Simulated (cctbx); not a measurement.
# La2Ti5Mo3: precision against data quality

Space group Ibam (no. 72), a = 10.3470 Å, b = 12.7940 Å, c = 5.9980 Å, α = 90.00°, β = 90.00°, γ = 90.00°.

| atom | mult. | x | y | z | Ueq (Å²) |
| --- | --- | --- | --- | --- | --- |
| La1 | 8 | 0.2655 | 0.8657 | 0 | 0.0134 |
| Mo1 | 4 | 0 | 0 | 1/4 | 0.0199 |
| Mo2 | 8 | 0.5859 | 0.8524 | 0 | 0.0277 |
| Ti1 | 8 | 1/2 | 0.2920 | 1/4 | 0.0167 |
| Ti2 | 8 | 0.1666 | 0.9125 | 1/2 | 0.0452 |
| Ti3 | 4 | 1/2 | 0 | 1/4 | 0.0249 |

The model is made up (kin elements in a known structure type, no relaxation), so it says nothing on whether the phase exists.

Five simulated data sets (cctbx; Ag Kα, λ = 0.56087 Å; 1.5 % proportional error) differ in resolution or exposure (noise floor 4 counts in the first three, 8 in the last two). Each is refined with the right model, isotropic at 1.1 Å and anisotropic otherwise. How do the figures of merit and the uncertainties move?

```
d min (Å)  top counts  ⟨I/σ⟩ (unmerged, absences included)  unique  param. (scale apart)   Rint      R1  GooF  largest s.u. xyz (fractional)  s.u. U of Ti1 (Å²)  largest error (Å)
      1.1        5000                                  4.9     174                    13  0.037  0.0446  2.42                        0.00086              0.0020             0.0071
     0.84        5000                                  4.2     383                    29  0.048  0.0228  0.93                        0.00030              0.0009             0.0036
      0.6        5000                                  2.6    1018                    29  0.072  0.0343  0.95                        0.00029              0.0006             0.0037
     0.75         300                                  0.5     526                    29  0.441  0.1011  0.87                        0.00181              0.0085             0.0201
     0.75        3000                                  2.7     526                    29  0.081  0.0327  0.87                        0.00038              0.0012             0.0028
```

GooF reaches 2.42 where the model lacks something that the data hold (anisotropy at the isotropic level, for one). The s.u. of U for Ti1 goes 0.0020, 0.0009, 0.0006 Å² with resolution and 0.0085, 0.0012 Å² with exposure.

The 1.1 Å row also differs in its displacement model, so it isn't a clean test of resolution.

Hardware for the 0.6 Å refinement: 0.57 s on 1 thread of Arm Neoverse V2, on a shared host, peak memory 0.09 GiB.

[Logs are printed without paths, hosts, clocks, repeated set-up lines and the standing remarks that a program may print on its own settings, such as how far it seeks lower states.]
